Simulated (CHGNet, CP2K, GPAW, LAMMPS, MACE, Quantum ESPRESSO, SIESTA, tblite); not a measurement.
# Running glassy 67P2O5-20BaO-13Al2O3 (mol %) (86 atoms) with CP2K

Aim: run glassy 67P2O5-20BaO-13Al2O3 (mol %) (86 atoms) in CP2K and see how near its forces come to a plane-wave reference, and at what cost.

Calculated with CP2K 2026.2; the method is named at each step.

## 1. Set-up

The cell holds 86 atoms: 20 P, 3 Ba, 4 Al and 59 O. Cell: a = 10.717 Å, b = 10.717 Å, c = 10.717 Å, α = 90.0°, β = 90.0°, γ = 90.0°. 86 atoms (20 P, 3 Ba, 4 Al, 59 O) placed at random at 2.81 g/cm³, melted at 4000 K for 10 ps at fixed volume with the Morse and Coulomb pair potential with partial charges (Pedone, Malavasi, Menziani, Cormack and Segre, J. Phys. Chem. B 110, 11780 (2006)). Quenched from 4000 K to 300 K at 20 K/ps and fixed volume, held 10 ps at zero pressure, then minimised at fixed cell.

The yardstick, on the same geometry:

- method: Kohn-Sham DFT, PBE, SSSP efficiency 1.3.0 pseudopotentials, plane waves (Quantum ESPRESSO 7.5); sssp-pbe-1.3.0-efficiency, cutoffs 60/480 Ry, Γ point
- r.m.s. force component: 1.237 eV/Å
- longest force: 5.06 eV/Å
- pressure: 3.063 GPa
- gap (highest filled to lowest empty level): 1.303 eV
- time: 10 min on 2 MPI ranks of Arm Neoverse V1, shared host
- CPU time: 21 min

## 2. PBE, DZVP-MOLOPT-SR, 600/50 Ry, diagonalisation

Method: Kohn-Sham DFT, PBE, GTH-PBE pseudopotentials, Gaussian and plane waves, DZVP-MOLOPT-SR-GTH, diagonalisation.

File input.inp:

```
&GLOBAL
  PROJECT cell
  RUN_TYPE ENERGY_FORCE
  PRINT_LEVEL LOW
&END GLOBAL
&FORCE_EVAL
  METHOD QS
  STRESS_TENSOR ANALYTICAL
  &DFT
    BASIS_SET_FILE_NAME BASIS_MOLOPT
    POTENTIAL_FILE_NAME GTH_POTENTIALS
    &MGRID
      CUTOFF 600
      REL_CUTOFF 50
      NGRIDS 5
    &END MGRID
    &QS
      EPS_DEFAULT 1.0E-12
    &END QS
    &SCF
      SCF_GUESS ATOMIC
      EPS_SCF 5.0E-06
      MAX_SCF 200
      ADDED_MOS 14
      &DIAGONALIZATION
        ALGORITHM STANDARD
      &END DIAGONALIZATION
      &SMEAR ON
        METHOD FERMI_DIRAC
        ELECTRONIC_TEMPERATURE [K] 580
      &END SMEAR
      &MIXING
        METHOD BROYDEN_MIXING
        ALPHA 0.3
        NBROYDEN 12
      &END MIXING
      &PRINT
        &RESTART OFF
        &END RESTART
      &END PRINT
    &END SCF
    &XC
      &XC_FUNCTIONAL PBE
      &END XC_FUNCTIONAL
    &END XC
    &PRINT
      &MULLIKEN ON
      &END MULLIKEN
      &HIRSHFELD ON
        SHAPE_FUNCTION DENSITY
      &END HIRSHFELD
      &MO ON
        EIGENVALUES T
        OCCUPATION_NUMBERS T
        MO_INDEX_RANGE 237 260
        &EACH
          QS_SCF 0
        &END EACH
        ADD_LAST NUMERIC
      &END MO
    &END PRINT
  &END DFT
  &SUBSYS
    &CELL
      A 10.71682 0.00000 0.00000
      B 0.00000 10.71682 0.00000
      C 0.00000 0.00000 10.71682
    &END CELL
    &COORD
      SCALED
      P 0.72301 0.61529 0.20850
      P 0.71041 0.29690 0.41885
      P 0.32548 0.56409 0.38738
      P 0.23826 0.20429 0.61805
      P 0.71262 0.25628 0.13522
      P 0.19427 0.54686 0.75793
      P 0.98450 0.17777 0.75723
      P 0.42318 0.29287 0.40668
      P 0.64406 0.02144 0.80358
      P 0.97327 0.84588 0.41091
      P 0.31170 0.93191 0.17932
      P 0.05405 0.83622 0.09120
      P 0.09310 0.33154 0.16552
      P 0.45063 0.23938 0.81937
      P 0.51258 0.76444 0.81009
      P 0.96099 0.56499 0.05534
      P 0.45039 0.77838 0.53095
      P 0.06651 0.80377 0.79568
      P 0.83514 0.59270 0.47724
      P 0.20038 0.92070 0.57567
      Ba 0.74586 0.47876 0.78631
      Ba 0.40658 0.55867 0.03381
      Ba 0.63177 0.96484 0.24865
      Al 0.08774 0.43177 0.50160
      Al 0.37291 0.21811 0.11363
      Al 0.91854 0.09616 0.03816
      Al 0.81611 0.04797 0.56005
      O 0.38320 0.77972 0.86130
      O 0.39035 0.23272 0.28587
      O 0.42260 0.85018 0.15693
      O 0.32176 0.84644 0.55765
      O 0.02265 0.69198 0.09419
      O 0.75221 0.63398 0.58076
      O 0.96431 0.94570 0.08082
      O 0.08064 0.36013 0.30311
      O 0.53278 0.11754 0.80920
      O 0.01907 0.21766 0.12520
      O 0.69665 0.02657 0.67180
      O 0.33866 0.22032 0.72980
      O 0.00929 0.83590 0.27495
      O 0.20141 0.55056 0.45229
      O 0.57538 0.22426 0.12871
      O 0.73926 0.41528 0.48400
      O 0.58232 0.89248 0.82354
      O 0.83744 0.57020 0.13063
      O 0.49933 0.75653 0.66421
      O 0.07897 0.82943 0.93545
      O 0.94166 0.08488 0.65595
      O 0.60826 0.53804 0.19239
      O 0.56575 0.28098 0.42412
      O 0.30362 0.59609 0.25443
      O 0.71400 0.75138 0.18326
      O 0.93712 0.81985 0.75034
      O 0.93916 0.57034 0.91942
      O 0.22848 0.31474 0.12813
      O 0.98140 0.12506 0.88855
[... 26 atom lines left out ...]
      O 0.53721 0.86141 0.46163
      O 0.12768 0.67699 0.76505
      O 0.89933 0.28684 0.74437
      O 0.77053 0.59936 0.34489
    &END COORD
    &KIND P
      BASIS_SET DZVP-MOLOPT-SR-GTH-q5
      POTENTIAL GTH-PBE-q5
    &END KIND
    &KIND Ba
      BASIS_SET DZVP-MOLOPT-SR-GTH-q10
      POTENTIAL GTH-PBE-q10
    &END KIND
    &KIND Al
      BASIS_SET DZVP-MOLOPT-SR-GTH-q3
      POTENTIAL GTH-PBE-q3
    &END KIND
    &KIND O
      BASIS_SET DZVP-MOLOPT-SR-GTH-q6
      POTENTIAL GTH-PBE-q6
    &END KIND
  &END SUBSYS
  &PRINT
    &FORCES ON
    &END FORCES
    &STRESS_TENSOR ON
    &END STRESS_TENSOR
  &END PRINT
&END FORCE_EVAL
```

Launch:

```console
OMP_NUM_THREADS=1 mpirun -np 4 cp2k.psmp -i input.inp > output.txt
```

Numbers of over 12 decimals in the logs are rounded to 6 here.

The program printed:

```text
CP2K| version string:                                       CP2K version 2026.2
 CP2K| Input file name                                                 input.inp
 GLOBAL| Basis set file name                                        BASIS_MOLOPT
 GLOBAL| Potential file name                                      GTH_POTENTIALS
 GLOBAL| Run type                                                   ENERGY_FORCE
 GLOBAL| Total number of message passing processes                             4
 GLOBAL| Number of threads for this process                                    1
 TOTAL NUMBERS AND MAXIMUM NUMBERS
  Total number of            - Atomic kinds:                                   4
                             - Atoms:                                         86
                             - Shell sets:                                    86
                             - Shells:                                       433
                             - Primitive Cartesian functions:                409
                             - Cartesian basis functions:                   1207
                             - Spherical basis functions:                   1121
  Maximum angular momentum of- Orbital basis functions:                        2
                             - Local part of the GTH pseudopotential:          2
                             - Non-local part of the GTH pseudopotential:      3
 SCF PARAMETERS         Density guess:                                    ATOMIC
                        max_scf:                                             200
                        eps_scf:                                        5.00E-06
                        added MOs                                        14    0
                        Mixing method:                            BROYDEN_MIXING
                                                charge density mixing in g-space
                        Smear method:                                FERMI_DIRAC
                        Electronic temperature [K]:                        580.0
                        Electronic temperature [a.u.]:                  1.84E-03
                        Accuracy threshold:                             1.00E-10
 Extrapolation method: initial_guess
 Number of electrons:                                                        496
 Number of occupied orbitals:                                                248
 Number of molecular orbitals:                                               262
 Number of orbital functions:                                               1121
 Number of independent orbital functions:                                   1121
 SCF WAVEFUNCTION OPTIMIZATION
  Step     Update method      Time    Convergence         Total energy    Change
     1 NoMix/Diag. 0.30E+00    2.8     1.91058417     -1170.6989749485 -1.17E+03
     2 Broy./Diag. 0.30E+00    3.6     0.28102320     -1083.7915836767  8.69E+01
     3 Broy./Diag. 0.30E+00    3.6     0.14777066     -1150.6173341637 -6.68E+01
     4 Broy./Diag. 0.30E+00    3.6     0.04673917     -1166.4488084972 -1.58E+01
[...]
15 Broy./Diag. 0.30E+00    3.8     0.00000695     -1164.7482845536 -2.66E-04
    16 Broy./Diag. 0.30E+00    3.8     0.00000202     -1164.7482807537  3.80E-06
  *** SCF run converged in    16 steps ***
  Electronic density on regular grids:       -496.0000000000        0.0000000000
  Core density on regular grids:              495.9999999997       -0.0000000003
  Total charge density on r-space grids:       -0.0000000003
  Total charge density g-space grids:          -0.0000000003
  Overlap energy of the core charge distribution:               5.09005e-06
  Self energy of the core charge distribution:              -2957.350330
  Core Hamiltonian energy:                                    822.955081
  Hartree energy:                                            1230.894468
  Exchange-correlation energy:                               -261.247479
  Electronic entropic energy:                                  -2.53753e-05
  Fermi energy:                                                 0.175642
  Total energy:                                             -1164.748281
  Total energy (extrapolated to T->0):                      -1164.748268
 MO| EIGENVALUES AND OCCUPATION NUMBERS
 MO|
 MO|  Index      Eigenvalue [a.u.]        Eigenvalue [eV]             Occupation
 MO|    237               0.073607               2.002939               2.000000
 MO|    238               0.076396               2.078832               2.000000
 MO|    239               0.079482               2.162820               2.000000
[...]
MO|    259               0.297923               8.106892               0.000000
 MO|    260               0.302116               8.220987               0.000000
 MO| Sum:                                                             496.000000
 MO| E(Fermi):            0.175642 a.u.          4.779465 eV
 !-----------------------------------------------------------------------------!
                     Mulliken Population Analysis
 #  Atom  Element  Kind  Atomic population                           Net charge
       1     P        1          4.353585                              0.646415
       2     P        1          4.294124                              0.705876
       3     P        1          4.279450                              0.720550
[...]
85     O        4          6.521718                             -0.521718
      86     O        4          6.276438                             -0.276438
 # Total charge                            496.000000                 -0.000000
 !-----------------------------------------------------------------------------!
 !-----------------------------------------------------------------------------!
                           Hirshfeld Charges
  #Atom  Element  Kind  Ref Charge     Population                    Net charge
      1       P      1       5.000          4.506                         0.494
      2       P      1       5.000          4.445                         0.555
      3       P      1       5.000          4.455                         0.545
[...]
85       O      4       6.000          6.348                        -0.348
     86       O      4       6.000          6.178                        -0.178
  Total Charge                                                           -0.000
 !-----------------------------------------------------------------------------!
 ENERGY| Total FORCE_EVAL ( QS ) energy [hartree]          -1164.748227
 FORCES| Atomic forces [hartree/bohr]
 FORCES|   Atom     x               y               z               |f|
 FORCES|      1 -4.52511215E-02  1.86849002E-02 -6.27140388E-04   4.89610334E-02
 FORCES|      2  2.37720812E-02  3.58765202E-02 -7.57737850E-03   4.36995790E-02
 FORCES|      3 -8.08273811E-02 -4.32969971E-04 -3.34574564E-02   8.74794513E-02
[...]
FORCES|     85  1.48500120E-04  2.53306541E-02  2.79598301E-04   2.53326324E-02
 FORCES|     86  8.67958965E-03 -1.18381488E-02  2.79549772E-02   3.15746385E-02
 FORCES| Sum    -9.63386195E-03 -2.85701683E-03  1.70884613E-03
 FORCES| Total atomic force                                       1.01928404E-02
 STRESS| Analytical stress tensor [bar]
 STRESS|                        x                   y                   z
 STRESS|      x        3.64984331890E+04   3.04351024769E+02   9.94247309545E+02
 STRESS|      y        3.04351024769E+02   5.05105697620E+04  -5.09245820644E+03
 STRESS|      z        9.94247309545E+02  -5.09245820644E+03   1.86115743401E+04
 STRESS| 1/3 Trace                                             3.52068590970E+04
```

Elapsed: 70 s, on 4 MPI ranks of Arm Neoverse V1, shared host; peak memory 5 GiB.

Banners, paths, timers and routine set-up lines are dropped from the logs unmarked, and long logs keep their key lines alone; longer cuts are marked.

Against the reference:

* r.m.s. force component: 1.349 eV/Å
* r.m.s. difference of force components: 182.2 meV/Å
* longest difference of force vectors: 774 meV/Å
* force difference over r.m.s. force: 14.73 %
* slope of forces against the reference's: 1.084
* correlation of force components: 0.9938
* gap (highest filled to lowest empty level): 0.7845 eV
* gap difference: -0.5184 eV
* pressure: 3.521 GPa
* pressure difference: 0.4577 GPa

Length of the force difference by element (eV/Å):

```
element  atoms   mean  most
     Al      4   0.14  0.22
     Ba      3  0.084  0.14
      O     59   0.23  0.43
      P     20   0.46  0.77
```

Levels nearest the highest filled one (eV from it): -2.38, -2.31, -2.22, -2.20, -2.13, -2.00, -1.89, -1.70, -1.51, -1.14, -0.47, 0.00, 0.78, 1.55, 2.10, 2.33, 2.69, 3.07, 3.17, 3.20, 3.60, 3.65, 3.72, 3.83.

Local excerpt of 9 atoms (numbers count through the whole input) about Ba23, one of the 3 Ba atoms; x, y, z are measured from there.

| atom | x | y | z | distance (Å) | bonds | Hirshfeld charge (e) | Fx | Fy | Fz (eV/Å) |
| --- | --- | --- | --- | --- | --- | --- | --- | --- | --- |
| Ba23 | 0.00 | 0.00 | 0.00 | 0.00 | 5 | 0.59 | -0.96 | -0.84 | -0.42 |
| O52 | 0.88 | -2.29 | -0.70 | 2.55 | 2 | -0.35 | -0.11 | 1.38 | -0.23 |
| O83 | -1.01 | -1.11 | 2.28 | 2.73 | 2 | -0.31 | -0.24 | -0.39 | 0.18 |
| O30 | -2.24 | -1.23 | -0.98 | 2.74 | 2 | -0.34 | 0.95 | -1.20 | -1.14 |
| O81 | 1.67 | 1.83 | -1.22 | 2.76 | 3 | -0.29 | 1.33 | -2.87 | 0.39 |
| O42 | -0.60 | 2.78 | -1.29 | 3.12 | 3 | -0.30 | -2.10 | -0.73 | 0.47 |
| O73 | 2.64 | -0.21 | 2.09 | 3.37 | 2 | -0.24 | -1.13 | 1.14 | 0.11 |
| P5 | 0.87 | 3.12 | -1.22 | 3.46 | 4 | 0.47 | -1.25 | 1.25 | -2.60 |
| P11 | -3.43 | -0.35 | -0.74 | 3.53 | 4 | 0.43 | 2.98 | 1.30 | 4.74 |

Forces lie 15 % from the reference's, at 0.22 times its CPU time (on 4 against 2 cores).

The forces add up to 0.52 eV/Å instead of zero, usually a sign of too coarse a grid.

## 3. PBE, DZVP-MOLOPT-SR, 600/50 Ry, TRS4 filter 1e-03, SCF 1e-04

Method: Kohn-Sham DFT, PBE, GTH-PBE pseudopotentials, Gaussian and plane waves, DZVP-MOLOPT-SR-GTH, linear-scaling purification of the density matrix.

File input.inp:

```
&GLOBAL
  PROJECT cell
  RUN_TYPE ENERGY_FORCE
  PRINT_LEVEL LOW
&END GLOBAL
&FORCE_EVAL
  METHOD QS
  STRESS_TENSOR ANALYTICAL
  &DFT
    BASIS_SET_FILE_NAME BASIS_MOLOPT
    POTENTIAL_FILE_NAME GTH_POTENTIALS
    &MGRID
      CUTOFF 600
      REL_CUTOFF 50
      NGRIDS 5
    &END MGRID
    &QS
      EPS_DEFAULT 1.0E-10
      LS_SCF T
    &END QS
    &LS_SCF
      PURIFICATION_METHOD TRS4
      EPS_FILTER 1.0E-03
      EPS_SCF 1.0E-04
      MAX_SCF 60
      S_PRECONDITIONER ATOMIC
      MIXING_FRACTION 0.45
      REPORT_ALL_SPARSITIES F
    &END LS_SCF
    &XC
      &XC_FUNCTIONAL PBE
      &END XC_FUNCTIONAL
    &END XC
    &PRINT
      &MULLIKEN ON
      &END MULLIKEN
    &END PRINT
  &END DFT
  &SUBSYS
    &CELL
      A 10.71682 0.00000 0.00000
      B 0.00000 10.71682 0.00000
      C 0.00000 0.00000 10.71682
    &END CELL
    &TOPOLOGY
      COORD_FILE_NAME structure.xyz
      COORD_FILE_FORMAT XYZ
    &END TOPOLOGY
    &KIND P
      BASIS_SET DZVP-MOLOPT-SR-GTH-q5
      POTENTIAL GTH-PBE-q5
    &END KIND
    &KIND Ba
      BASIS_SET DZVP-MOLOPT-SR-GTH-q10
      POTENTIAL GTH-PBE-q10
    &END KIND
    &KIND Al
      BASIS_SET DZVP-MOLOPT-SR-GTH-q3
      POTENTIAL GTH-PBE-q3
    &END KIND
    &KIND O
      BASIS_SET DZVP-MOLOPT-SR-GTH-q6
      POTENTIAL GTH-PBE-q6
    &END KIND
  &END SUBSYS
  &PRINT
    &FORCES ON
    &END FORCES
    &STRESS_TENSOR ON
    &END STRESS_TENSOR
  &END PRINT
&END FORCE_EVAL
```

File structure.xyz:

```xyz
86

P 7.74837 6.59395 2.23446
P 7.61334 3.18182 4.48874
P 3.48811 6.04525 4.15148
P 2.55339 2.18934 6.62353
P 7.63702 2.74651 1.44913
P 2.08196 5.86060 8.12260
P 10.55071 1.90513 8.11510
P 4.53514 3.13864 4.35832
P 6.90228 0.22977 8.61182
P 10.43036 9.06514 4.40365
P 3.34043 9.98711 1.92174
P 0.57924 8.96162 0.97737
P 0.99774 3.55305 1.77385
P 4.82932 2.56539 8.78104
P 5.49323 8.19237 8.68159
P 10.29876 6.05490 0.59307
P 4.82675 8.34176 5.69010
P 0.71278 8.61386 8.52716
P 8.95005 6.35186 5.11450
P 2.14744 9.86698 6.16935
[... 62 atom lines left out ...]
O 5.75718 9.23158 4.94721
O 1.36832 7.25518 8.19890
O 9.63796 3.07401 7.97728
O 8.25763 6.42323 3.69612
```

The program printed:

```text
CP2K| version string:                                       CP2K version 2026.2
 CP2K| Input file name                                                 input.inp
 GLOBAL| Basis set file name                                        BASIS_MOLOPT
 GLOBAL| Potential file name                                      GTH_POTENTIALS
 GLOBAL| Run type                                                   ENERGY_FORCE
 GLOBAL| Total number of message passing processes                             4
 GLOBAL| Number of threads for this process                                    1
 TOTAL NUMBERS AND MAXIMUM NUMBERS
  Total number of            - Atomic kinds:                                   4
                             - Atoms:                                         86
[... lines left out ...]
 Re-scaling the density matrix to get the right number of electrons
[... lines left out ...]
 SCF run converged in     6 steps.
 !-----------------------------------------------------------------------------!
                     Mulliken Population Analysis
 #  Atom  Element  Kind  Atomic population                           Net charge
       1     P        1          4.395721                              0.604279
       2     P        1          4.333428                              0.666572
       3     P        1          4.304010                              0.695990
[...]
85     O        4          6.511756                             -0.511756
      86     O        4          6.277634                             -0.277634
 # Total charge                            496.059226                 -0.059226
 !-----------------------------------------------------------------------------!
 ENERGY| Total FORCE_EVAL ( QS ) energy [hartree]          -1164.549433
 FORCES| Atomic forces [hartree/bohr]
 FORCES|   Atom     x               y               z               |f|
 FORCES|      1 -5.50079008E-02  1.84754486E-02 -5.64228660E-03   5.83013444E-02
 FORCES|      2  2.66719268E-02  4.50576941E-02  7.47162740E-03   5.28905729E-02
 FORCES|      3 -8.64790494E-02 -4.33320265E-03 -2.88904675E-02   9.12801279E-02
[...]
FORCES|     85  4.92939987E-03  2.09165778E-02  1.29538925E-03   2.15285913E-02
 FORCES|     86  1.01574514E-02 -1.15548337E-02  2.52644389E-02   2.95800587E-02
 FORCES| Sum    -9.40842437E-03 -2.94430361E-03  2.31491173E-03
 FORCES| Total atomic force                                       1.01265092E-02
 STRESS| Analytical stress tensor [bar]
 STRESS|                        x                   y                   z
 STRESS|      x        4.77863844199E+04   5.49431644014E+01   2.98280599741E+03
 STRESS|      y        5.49431644014E+01   6.85782343656E+04   1.59131485306E+03
 STRESS|      z        2.98280599741E+03   1.59131485306E+03   3.16641181573E+04
 STRESS| 1/3 Trace                                             4.93429123143E+04
```

Wall time 33 s (4 MPI ranks); peak memory 3 GiB.

Numbers from this run, and their distance from the reference:

- r.m.s. force component: 1.568 eV/Å
- r.m.s. difference of force components: 883.9 meV/Å
- longest difference of force vectors: 6681 meV/Å
- force difference over r.m.s. force: 71.46 %
- slope of forces against the reference's: 1.048
- correlation of force components: 0.8269
- pressure: 4.934 GPa
- pressure difference: 1.871 GPa
- energy less the same-level run's: 62.9 meV/atom
- r.m.s. force difference from the same-level run: 840 meV/Å

This is a coarse setting, run to see what it loses.

Against the first run (15 %), the force difference from the reference is 71 %, at 0.47 times the CPU time (6 SCF steps against 16).

The forces add up to 0.52 eV/Å instead of zero, usually a sign of too coarse a grid.

(Part 1 of 3 ends here.)

[Also dropped from logs without a mark: logging warnings of Python, and SIESTA's first energy breakdown and zero terms.]

[Logs are printed without paths, hosts, clocks, repeated set-up lines and the standing remarks that a program may print on its own settings, such as how far it seeks lower states.]

[Hosts, paths, dates, database ids (printed as entryN), source tags and the programs' standing remarks are cut or masked in the printed files.]
